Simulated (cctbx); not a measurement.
# What is wrong with this refinement?

Cell a = 6.7600 Å, b = 7.0100 Å, c = 7.0600 Å, α = 90.00°, β = 114.41°, γ = 90.00°; space group P2_1/c (no. 14).

Simulated single-crystal data (cctbx): Cu Kα, λ = 1.54184 Å, to d = 0.83 Å, 80 % of the full sphere, strongest reflection 20000 counts, noise from counting, a 6 % proportional error and a noise floor of 4 counts (s.d.); no absorption.

An anisotropic refinement with weights 1/σ² prints:

```text
Rint 0.044, 550 unique reflections to 0.83 A
cycle     R1     wR2    GooF  max shift (A)
   1  0.0495  0.1633   3.403   0.00364
   2  0.0202  0.0560   1.168   0.00000
final R1 0.0202 wR2 0.0560 GooF 1.168  parameters 27  data/parameter 20.4
atom        x        y        z      Ueq    occ   su(xyz)  su(Uiso or U11)
Hf1    0.28334  0.49670  0.79546   0.0036  1.000  0.00005  0.0003
Sb1    0.15490  0.87935  0.86669   0.0102  1.000  0.00008  0.0003
Sb2    0.34104  0.14178  0.68372   0.0147  1.000  0.00009  0.0003
difference map: max 1.42 min -1.43 rms 0.38
Q1    0.2716  0.0773  0.3059    4    1.44  0.53 A from Hf1
Q2    0.2694  0.1339  0.0786    4    1.32  1.72 A from Sb2
Q3    0.0913  0.1039  0.9360    4    1.24  1.75 A from Sb1
Q4    0.3469  0.9837  0.1805    4    1.23  1.07 A from Hf1
Q5    0.2343  0.6436  0.6855    4    1.07  1.25 A from Hf1
Q6    0.2048  0.1444  0.9111    4    1.06  1.89 A from Sb1
```

Q: Accept it or mend it, and why?

Mend it. The fault: wrong element: Hf1 is W. Against the right model at the same level, R1 goes from 0.0184 to 0.0202 and GooF from 0.96 to 1.17 and U of Hf1 shrinks from 0.0057 to 0.0036 Å². Hf1 has 2 electrons too few and its U shrinks to make up, as expected (near an absorption edge f′ can widen the mismatch well beyond the difference in Z). The signs are weak, and the output alone doesn't single this fault out.

The compound is Sb2W. The right model at the same level gives:

```text
Rint 0.044, 550 unique reflections to 0.83 A
cycle     R1     wR2    GooF  max shift (A)
   1  0.0425  0.1385   2.886   0.00393
   2  0.0184  0.0463   0.964   0.00000
final R1 0.0184 wR2 0.0463 GooF 0.964  parameters 27  data/parameter 20.4
atom        x        y        z      Ueq    occ   su(xyz)  su(Uiso or U11)
W1     0.28338  0.49670  0.79550   0.0057  1.000  0.00004  0.0002
Sb1    0.15489  0.87937  0.86672   0.0092  1.000  0.00007  0.0003
Sb2    0.34103  0.14180  0.68374   0.0137  1.000  0.00007  0.0003
difference map: max 1.25 min -1.23 rms 0.36
Q1    0.2713  0.1387  0.0766    4    1.28  1.69 A from Sb2
Q2    0.3486  0.9864  0.1794    4    1.22  1.09 A from W1
Q3    0.0915  0.1008  0.9331    4    1.21  1.73 A from Sb1
Q4    0.2597  0.1214  0.3114    4    1.16  0.86 A from W1
Q5    0.2439  0.6447  0.6848    4    1.10  1.26 A from W1
Q6    0.2670  0.6459  0.5537    4    1.07  1.23 A from Sb1
```

The model is made up (kin elements in a known structure type, no relaxation), so it says nothing on whether the phase exists.

[Middle refinement cycles are left out of these outputs.]

[Logs are printed without paths, hosts, clocks, repeated set-up lines and the standing remarks that a program may print on its own settings, such as how far it seeks lower states.]
